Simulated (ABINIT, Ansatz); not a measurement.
# A GW run on KCaCl3 (Pm-3m) in ABINIT, with inputs changed

A base run on KCaCl3 (Pm-3m), then changed inputs.

Method: PBEsol and many-body steps on it, plane waves, in ABINIT 10.8.3.

### 1. The structure

Symmetry: Pm-3m, No. 221, cubic system. Conventional cell: a = 5.394 Å, b = 5.394 Å, c = 5.394 Å, α = 90.00°, β = 90.00°, γ = 90.00°. K has 12 Cl at 3.81 Å nearest. Nearest to Ca lie 6 Cl at 2.70 Å. Nearest to Cl lie 2 Ca at 2.70 Å and 4 K at 3.81 Å. Farther neighbours and most contacts between anions are not listed.

The cell and positions are those that the Materials Project relaxed with its own functionals (PBE, PBE+U or r2SCAN), kept fixed.

### 2. Screening, 2×2×2 mesh, 123 bands, screening to 114.3 eV

This step: ABINIT 10.8.3; RPA screening on PBEsol, plane waves, norm-conserving pseudopotentials.

The RPA dielectric matrix is built and inverted for each q.

The input, run.abi:

```
acell 3*1.0 Angstrom
rprim 
  5.393523000000 0.000000000000 0.000000000000
  0.000000000000 5.393523000000 0.000000000000
  0.000000000000 0.000000000000 5.393523000000
ntypat 3
znucl 19 20 17
natom 5
typat 1 2 3 3 3
xred 
  0.000000000000 0.000000000000 0.000000000000
  0.500000000000 0.500000000000 0.500000000000
  0.000000000000 0.500000000000 0.500000000000
  0.500000000000 0.000000000000 0.500000000000
  0.500000000000 0.500000000000 0.000000000000
pp_dirpath "pseudos"
pseudos "K.upf, Ca.upf, Cl.upf"
ecut 33
ngkpt 2 2 2
nshiftk 1
shiftk 0 0 0
kptopt 1
chksymbreak 0
istwfk *1
occopt 1
irdwfk 1
optdriver 3
nband 123
ecuteps 4.2
inclvkb 2
awtr 1
symchi 1
indata_prefix "in"
outdata_prefix "out"
tmpdata_prefix "tmp"
```

Launch:

```bash
$ OMP_NUM_THREADS=1 mpirun -n 4 abinit run.abi > log
```

Output:

```text
.Version 10.8.3 of ABINIT. v10.8.2 released Aug 2026.

 Symmetries : space group Pm -3 m (#221); Bravais cP (primitive cubic)
[... echo of the input left out ...]
== DATASET  1 ==================================================================
-   mpi_nproc: 4, omp_nthreads: 1 (-1 if OMP is not activated)

--- !DatasetInfo
iteration_state: {dtset: 1, }
dimensions: {natom: 5, nkpt: 4, mband: 123, nsppol: 1, nspinor: 1, nspden: 1, mpw: 9627, }
cutoff_energies: {ecut:  33.0, pawecutdg:  -1.0, }
electrons: {nelect:   4.00000000E+01, charge:   0.00000000E+00, occopt:   1.00000000E+00, tsmear:   1.00000000E-02, }

 SCREENING: Calculation of the susceptibility and dielectric matrices

 Based on a program developped by R.W. Godby, V. Olevano, G. Onida, and L. Reining.
 Incorporated in ABINIT by V. Olevano, G.-M. Rignanese, and M. Torrent.
.Using double precision arithmetic ; gwpc =  8

[... cell and pseudopotentials left out ...]
--------------------------------------------------------------------------------

 ==== K-mesh for the wavefunctions ====
 Number of points in the irreducible wedge :     4
[... list of points left out ...]
 Together with 48 symmetry operations and time-reversal symmetry
 yields     8 points in the full Brillouin Zone.

 ==== Q-mesh for the screening function ====
 Number of points in the irreducible wedge :     4
[... list of points left out ...]
 Together with 48 symmetry operations and time-reversal symmetry
 yields     8 points in the full Brillouin Zone.

 setmesh: FFT mesh size selected  =    36x   36x   36
          total number of points  =        46656

 vcoul_init : cutoff-mode = AUXILIARY_FUNCTION
 q-points for optical limit:   1
     1)      0.000010    0.000020    0.000030

- screening: taking advantage of time-reversal symmetry
- Maximum band index for partially occupied states nbvw = 20
- Remaining bands to be divided among processors   nbcw = 103
- Number of bands treated by each node ~25

 Number of electrons calculated from density =   40.0000; Expected =   40.0000
 average of density, n =  0.037779
 r_s =    1.8488
 omega_plasma =   18.7490 [eV]

 calculating chi0 at frequencies [eV] :
  1    0.000000E+00    0.000000E+00
  2    0.000000E+00    1.874902E+01

--------------------------------------------------------------------------------
  q-point number  1        q = ( 0.000000, 0.000000, 0.000000) [r.l.u.]
--------------------------------------------------------------------------------
[... chi0 elements left out ...]
 For q-point:  0.000010 0.000020 0.000030
  dielectric constant =   2.5479
  dielectric constant without local fields =   2.9960

  Average fulfillment of the sum rule on Im[epsilon] for q-point    1 :     58.77  [%]
[... wings left out ...]
  q-point number  2        q = ( 0.500000, 0.000000, 0.000000) [r.l.u.]
--------------------------------------------------------------------------------
[... chi0 elements left out ...]
  Average fulfillment of the sum rule on Im[epsilon] for q-point    2 :     65.01  [%]

 [... 2 further q-points ...]
```

Wall time 49 s (4 MPI ranks of Arm Neoverse N1, shared host); peak memory 1.2 GiB.

This step gave:

```yaml
eps_infinity_with_local_fields_on_this_mesh_along_the_program_s_q_direction: 2.548
the_same_without_local_fields: 2.996
plasma_frequency: 18.75 eV
plane_waves_in_the_screening_matrix: 461
```

Local fields lower ε∞ by 15 %. On a Γ-centred mesh this coarse the value itself is usually too large, while a short band sum pulls it down.

### 3. Base

The self-energy is evaluated for the states that the input lists, and the levels follow from it, in one-shot runs by the linearised quasiparticle equation.

This step: G0W0 on PBEsol, plane waves, norm-conserving pseudopotentials.

Changes to run.abi since step 2:

```diff
@@ -26,8 +26,17 @@
 irdwfk 1
-optdriver 3
+optdriver 4
 nband 123
+gwcalctyp 0
+ecutsigx 33
+symsigma 1
+nkptgw 2
+kptgw 
+  0.5000000000 0.5000000000 0.5000000000
+  0.0000000000 0.0000000000 0.0000000000
+bdgw 
+  18 24
+  18 24
 ecuteps 4.2
-inclvkb 2
-awtr 1
-symchi 1
+irdscr 1
+ppmodel 1
 indata_prefix "in"
```

Output:

```text
.Version 10.8.3 of ABINIT. v10.8.2 released Aug 2026.

 Symmetries : space group Pm -3 m (#221); Bravais cP (primitive cubic)
[... echo of the input left out ...]
== DATASET  1 ==================================================================
-   mpi_nproc: 4, omp_nthreads: 1 (-1 if OMP is not activated)

--- !DatasetInfo
iteration_state: {dtset: 1, }
dimensions: {natom: 5, nkpt: 4, mband: 123, nsppol: 1, nspinor: 1, nspden: 1, mpw: 9627, }
cutoff_energies: {ecut:  33.0, pawecutdg:  -1.0, }
electrons: {nelect:   4.00000000E+01, charge:   0.00000000E+00, occopt:   1.00000000E+00, tsmear:   1.00000000E-02, }

 SIGMA: Calculation of the GW corrections

 Based on a program developped by R.W. Godby, V. Olevano, G. Onida, and L. Reining.
 Incorporated in ABINIT by V. Olevano, G.-M. Rignanese, and M. Torrent.
.Using double precision arithmetic ; gwpc =  8

[... cell and pseudopotentials left out ...]
--------------------------------------------------------------------------------

 ==== K-mesh for the wavefunctions ====
 Number of points in the irreducible wedge :     4
[... list of points left out ...]
 Together with 48 symmetry operations and time-reversal symmetry
 yields     8 points in the full Brillouin Zone.

 ==== Q-mesh for screening function ====
 Number of points in the irreducible wedge :     4
[... list of points left out ...]
 Together with 48 symmetry operations and time-reversal symmetry
 yields     8 points in the full Brillouin Zone.

 vcoul_init : cutoff-mode = AUXILIARY_FUNCTION
 q-points for optical limit:   1
     1)      0.000010    0.000020    0.000030
 setmesh: FFT mesh size selected  =    54x   54x   54
          total number of points  =       157464

 Number of electrons calculated from density =   40.0000; Expected =   40.0000
 average of density, n =  0.037779
 r_s =    1.8488
 omega_plasma =   18.7490 [eV]

 === KS Band Gaps ===
  >>>> For spin  1
   Minimum direct gap =   4.9356 [eV], located at k-point      :   0.0000  0.0000  0.0000
   Fundamental gap    =   4.6466 [eV], Top of valence bands at :   0.5000  0.5000  0.5000
                                       Bottom of conduction at :   0.0000  0.0000  0.0000
 SIGMA fundamental parameters:
 PLASMON POLE MODEL  1
 number of plane-waves for SigmaX                 9627
 number of plane-waves for SigmaC and W            461
 number of plane-waves for wavefunctions          9627
 number of bands                                   123
 number of independent spin polarizations            1
 number of spinorial components                      1
 number of k-points in IBZ                           4
 number of q-points in IBZ                           4
 number of symmetry operations                      48
 number of k-points in BZ                            8
 number of q-points in BZ                            8
 number of frequencies for dSigma/dE                 9
 frequency step for dSigma/dE [eV]                0.25
 number of omega for Sigma on real axis              0
 max omega for Sigma on real axis  [eV]           0.00
 zcut for avoiding poles [eV]                     0.10

 EPSILON^-1 parameters (SCR file):
 dimension of the eps^-1 matrix on file            461
 dimension of the eps^-1 matrix used               461
 number of plane-waves for wavefunctions          9627
 number of bands                                   123
 number of q-points in IBZ                           4
 number of frequencies                               2
 number of real frequencies                          1
 number of imag frequencies                          1

 matrix elements of self-energy operator (all in [eV])

 Perturbative Calculation

--- !SelfEnergy_ee
iteration_state: {dtset: 1, }
kpoint     : [   0.500,    0.500,    0.500, ]
spin       : 1
KS_gap     :    6.260
QP_gap     :    8.830
Delta_QP_KS:    2.569
data: !SigmaeeData |
     Band     E0 <VxcDFT>   SigX SigC(E0)      Z dSigC/dE  Sig(E)    E-E0       E
       18  -0.113 -14.235 -18.503   2.467   0.805  -0.242 -15.686  -1.451  -1.564
       19  -0.113 -14.235 -18.503   2.467   0.805  -0.242 -15.686  -1.451  -1.564
       20  -0.113 -14.235 -18.503   2.467   0.805  -0.242 -15.686  -1.451  -1.564
       21   6.148  -6.512  -2.560  -2.668   0.871  -0.148  -5.393   1.118   7.266
       22   7.151  -8.334  -3.719  -2.735   0.862  -0.160  -6.713   1.621   8.772
       23   7.151  -8.334  -3.719  -2.735   0.862  -0.160  -6.713   1.621   8.772
[...]
--- !SelfEnergy_ee
iteration_state: {dtset: 1, }
kpoint     : [   0.000,    0.000,    0.000, ]
spin       : 1
KS_gap     :    4.936
QP_gap     :    7.371
Delta_QP_KS:    2.435
data: !SigmaeeData |
     Band     E0 <VxcDFT>   SigX SigC(E0)      Z dSigC/dE  Sig(E)    E-E0       E
[...]
22   5.431 -11.616  -5.726  -3.042   0.843  -0.187  -9.216   2.399   7.830
       23   5.431 -11.616  -5.726  -3.042   0.843  -0.187  -9.216   2.399   7.830
       24   5.431 -11.616  -5.726  -3.042   0.843  -0.187  -9.216   2.399   7.830

== END DATASET(S) ==============================================================
================================================================================

 -outvars: echo values of variables after computation  --------
           etotal      0.0000000000E+00
            nband         123
             nkpt           4
          spgroup         221
 [... the other variables as echoed above ...]

 Calculation completed.
```

Elapsed: 37 s, on 4 MPI ranks; peak memory 1.3 GiB; 2.5 min of CPU time.

Numbers from this step:

| Quantity | Value |
| --- | --- |
| G0W0 gap on the points computed | 7.069 eV |
| starting gap on the mesh | 4.647 eV |
| k of the valence top | 0.5, 0.5, 0.5 |
| k of the conduction bottom | 0, 0, 0 |
| Z at the valence top | 0.805 |
| Z at the conduction bottom | 0.869 |
| least direct G0W0 gap on the computed points | 7.37 eV |

The gap on the mesh goes from 4.65 eV to 7.07 eV, a correction of +2.42 eV.

### 4. Scissors in G

Changes to run.abi since step 3:

```diff
@@ -41,2 +41,3 @@
 ppmodel 1
+mbpt_sciss 1.0 eV
 indata_prefix "in"
```

Output:

```text
.Version 10.8.3 of ABINIT. v10.8.2 released Aug 2026.

 Symmetries : space group Pm -3 m (#221); Bravais cP (primitive cubic)
[... echo of the input left out ...]
== DATASET  1 ==================================================================
-   mpi_nproc: 4, omp_nthreads: 1 (-1 if OMP is not activated)

--- !DatasetInfo
iteration_state: {dtset: 1, }
dimensions: {natom: 5, nkpt: 4, mband: 123, nsppol: 1, nspinor: 1, nspden: 1, mpw: 9627, }
cutoff_energies: {ecut:  33.0, pawecutdg:  -1.0, }
electrons: {nelect:   4.00000000E+01, charge:   0.00000000E+00, occopt:   1.00000000E+00, tsmear:   1.00000000E-02, }

 SIGMA: Calculation of the GW corrections

 Based on a program developped by R.W. Godby, V. Olevano, G. Onida, and L. Reining.
 Incorporated in ABINIT by V. Olevano, G.-M. Rignanese, and M. Torrent.
.Using double precision arithmetic ; gwpc =  8

[... cell and pseudopotentials left out ...]
--------------------------------------------------------------------------------

 ==== K-mesh for the wavefunctions ====
 Number of points in the irreducible wedge :     4
[... list of points left out ...]
 Together with 48 symmetry operations and time-reversal symmetry
 yields     8 points in the full Brillouin Zone.

 ==== Q-mesh for screening function ====
 Number of points in the irreducible wedge :     4
[... list of points left out ...]
 Together with 48 symmetry operations and time-reversal symmetry
 yields     8 points in the full Brillouin Zone.

 vcoul_init : cutoff-mode = AUXILIARY_FUNCTION
 q-points for optical limit:   1
     1)      0.000010    0.000020    0.000030
 setmesh: FFT mesh size selected  =    54x   54x   54
          total number of points  =       157464

 Number of electrons calculated from density =   40.0000; Expected =   40.0000
[...]
max omega for Sigma on real axis  [eV]           0.00
 zcut for avoiding poles [eV]                     0.10
 scissor energy [eV]                              1.00

 EPSILON^-1 parameters (SCR file):
 dimension of the eps^-1 matrix on file            461
 dimension of the eps^-1 matrix used               461
 number of plane-waves for wavefunctions          9627
 number of bands                                   123
 number of q-points in IBZ                           4
 number of frequencies                               2
 number of real frequencies                          1
 number of imag frequencies                          1

 matrix elements of self-energy operator (all in [eV])

 Perturbative Calculation

--- !SelfEnergy_ee
iteration_state: {dtset: 1, }
kpoint     : [   0.500,    0.500,    0.500, ]
spin       : 1
KS_gap     :    6.260
QP_gap     :    8.918
Delta_QP_KS:    2.658
data: !SigmaeeData |
     Band     E0 <VxcDFT>   SigX SigC(E0)      Z dSigC/dE  Sig(E)    E-E0       E
       18  -0.113 -14.235 -18.503   2.510   0.807  -0.239 -15.654  -1.419  -1.532
       19  -0.113 -14.235 -18.503   2.510   0.807  -0.239 -15.654  -1.419  -1.532
       20  -0.113 -14.235 -18.503   2.510   0.807  -0.239 -15.654  -1.419  -1.532
[...]
--- !SelfEnergy_ee
iteration_state: {dtset: 1, }
kpoint     : [   0.000,    0.000,    0.000, ]
spin       : 1
KS_gap     :    4.936
QP_gap     :    7.461
Delta_QP_KS:    2.525
data: !SigmaeeData |
     Band     E0 <VxcDFT>   SigX SigC(E0)      Z dSigC/dE  Sig(E)    E-E0       E
[...]
23   5.431 -11.616  -5.726  -3.059   0.843  -0.186  -9.072   2.544   7.975
       24   5.431 -11.616  -5.726  -3.059   0.843  -0.186  -9.072   2.544   7.975

== END DATASET(S) ==============================================================
================================================================================

 -outvars: echo values of variables after computation  --------
           etotal      0.0000000000E+00
            nband         123
             nkpt           4
          spgroup         221
 [... the other variables as echoed above ...]

 Calculation completed.
```

Run time: 38 s. Hardware: 4 MPI ranks; peak memory 1.3 GiB; 2.5 min of CPU time.

This step gave:

| Quantity | Value |
| --- | --- |
| G0W0 gap on the points computed | 7.159 eV |
| starting gap on the mesh | 4.647 eV |
| k of the valence top | 0.5, 0.5, 0.5 |
| k of the conduction bottom | 0, 0, 0 |
| Z at the valence top | 0.807 |
| Z at the conduction bottom | 0.869 |
| least direct G0W0 gap on the computed points | 7.461 eV |

### 5. Point off the mesh

Changes to run.abi since step 4:

```diff
@@ -31,9 +31,7 @@
 symsigma 1
-nkptgw 2
+nkptgw 1
 kptgw 
-  0.5000000000 0.5000000000 0.5000000000
-  0.0000000000 0.0000000000 0.0000000000
+  0.137 0.291 0
 bdgw 
-  18 24
-  18 24
+  20 21
 ecuteps 4.2
@@ -41,3 +39,2 @@
 ppmodel 1
-mbpt_sciss 1.0 eV
 indata_prefix "in"
```

Output:

```text
.Version 10.8.3 of ABINIT. v10.8.2 released Aug 2026.

 Symmetries : space group Pm -3 m (#221); Bravais cP (primitive cubic)
================================================================================
 Values of the parameters that define the memory need of the present run
     intxc =       0    ionmov =       0      iscf =       7    lmnmax =       6
     lnmax =       6     mgfft =      54  mpssoang =       3    mqgrid =    3001
     natom =       5  nloc_mem =       1    nspden =       1   nspinor =       1
    nsppol =       1      nsym =      48    n1xccc =    2501    ntypat =       3
    occopt =       1   xclevel =       2
-    mband =         123        mffmem =           1         mkmem =           1
       mpw =        9627          nfft =      157464          nkpt =           4
================================================================================
  Rough estimation (10% accuracy) of disk space for files :
================================================================================

--------------------------------------------------------------------------------
------------- Echo of variables that govern the present computation ------------
--------------------------------------------------------------------------------
 -outvars: echo values of preprocessed input variables --------
            acell      1.8897261259E+00  1.8897261259E+00  1.8897261259E+00 Bohr

             bdgw          20      21
      chksymbreak           0
             ecut      3.30000000E+01 Hartree
          ecuteps      4.20000000E+00 Hartree
         ecutsigx      3.30000000E+01 Hartree
          ecutwfn      3.30000000E+01 Hartree
-          fftalg         312
           irdscr           1
           irdwfk           1

              ixc     -116133
[...]
--- l  ekb(1:nproj) -->
[...]
pspatm: atomic psp has been read  and splines computed

- Ca Generated using ONCVPSP code by D. R. Hamann
- 20.00000  10.00000  180301                  znucl, zion, pspdat
12 -116133 2 -1 1746                          pspcod,pspxc,lmax,lloc,mmax
     nproj     2     2     2
  pspatm : epsatm=   12.46101000
         --- l  ekb(1:nproj) -->
[...]
pspatm: atomic psp has been read  and splines computed

- Cl Generated using ONCVPSP code by D. R. Hamann
- 17.00000   7.00000  180301                  znucl, zion, pspdat
12 -116133 2 -1 1028                          pspcod,pspxc,lmax,lloc,mmax
     nproj     2     2     2
  pspatm : epsatm=    8.95520293
         --- l  ekb(1:nproj) -->
[...]
1    3.869736    1.114731
             2   -2.915303   -0.810552
 pspatm: atomic psp has been read  and splines computed

   1.90606657E+03                                ecore*ucvol(ha*bohr**3)
--------------------------------------------------------------------------------

 ==== K-mesh for the wavefunctions ====
 Number of points in the irreducible wedge :     4
 Reduced coordinates and weights :

     1)     0.00000000E+00  0.00000000E+00  0.00000000E+00       0.12500
     2)     5.00000000E-01  0.00000000E+00  0.00000000E+00       0.37500
     3)     5.00000000E-01  5.00000000E-01  0.00000000E+00       0.37500
     4)     5.00000000E-01  5.00000000E-01  5.00000000E-01       0.12500

 Together with 48 symmetry operations and time-reversal symmetry
 yields     8 points in the full Brillouin Zone.

--- !ERROR
message: |
    k-point [ 1.3700E-01,  2.9100E-01,  0.0000E+00]  not in the list of k points treated in the preparatory SCF run.
     Change kptgw, or shiftk of previous run.

--- !ERROR
message: |
    k-point [ 1.3700E-01,  2.9100E-01,  0.0000E+00]  not in the list of k points treated in the preparatory SCF run.
     Change kptgw, or shiftk of previous run.

--- from the log ---
k-point [ 1.3700E-01,  2.9100E-01,  0.0000E+00]  not in the list of k points treated in the preparatory SCF run.
     Change kptgw, or shiftk of previous run.
```

It took 3.9 s on 4 MPI ranks; peak memory 0.19 GiB.

The run stopped with an error after 3.9 s.

The program's words: k-point [ 1.3700E-01,  2.9100E-01,  0.0000E+00]  not in the list of k points treated in the preparatory SCF run. Change kptgw, or shiftk of previous run.

The fault put into this input: point off the mesh.

### 6. The runs together

Times are wall times on 4 MPI ranks of Arm Neoverse N1, shared host, good to a factor of about two. A run's time includes the screening step that it read.

| run | mesh | bands | screening cutoff (eV) | DFT gap (eV) | gap on the mesh (eV) | direct (eV) | ε∞ used | time |
| --- | --- | --- | --- | --- | --- | --- | --- | --- |
| base | 2×2×2 | 123 | 114.3 | 4.647 | 7.069 | 7.370 | 2.55 | 86 s |
| scissors in G | 2×2×2 | 123 | 114.3 | 4.647 | 7.159 | 7.461 | 2.55 | 86 s |

### 7. Results

| Property | Result |
| --- | --- |
| base | 7.069 eV |
| scissors in G | 7.159 eV |
| known limits | not at the basis limit; coarse k mesh |

In words: Scissors in G: +0.090 eV against base (keys changed: mbpt_sciss). Bands and cutoff are finite, so the gap is not at the basis limit. The miss can reach some tenths of an eV and take either sign; the mesh is an error of its own. In the G0W0 runs levels were corrected at 2 k points alone, so a gap called «on the mesh» is the least over those, and an edge elsewhere would be missed. The 2×2×2 mesh is coarse for this cell, which bears on the long-range parts of exchange and screening. This is the ideal cubic cell; many perovskites, halides above all, are cubic only on average, and local tilts or off-centring can widen the gap.

[Paths, hosts, dates, memory and timing lines, banners, echoed tables and standing remarks are left out of the program output.]

[Logs are printed without paths, hosts, clocks, repeated set-up lines and the standing remarks that a program may print on its own settings, such as how far it seeks lower states.]

[Runs of the session that timed out or met a known fault of the program may be left out.]

[Hosts, paths, dates, database ids (printed as entryN), source tags and the programs' standing remarks are cut or masked in the printed files.]

[G0W0 gaps are taken among the corrected bands and points alone; a level outside them can change the order at an edge.]

[Where Ansatz stands beside ABINIT at settings called matched, ABINIT's density can come from a denser mesh and the files from another edition; pairs whose starting gaps differed by over 0.03 eV were left out, so agreement reads better than it is.]
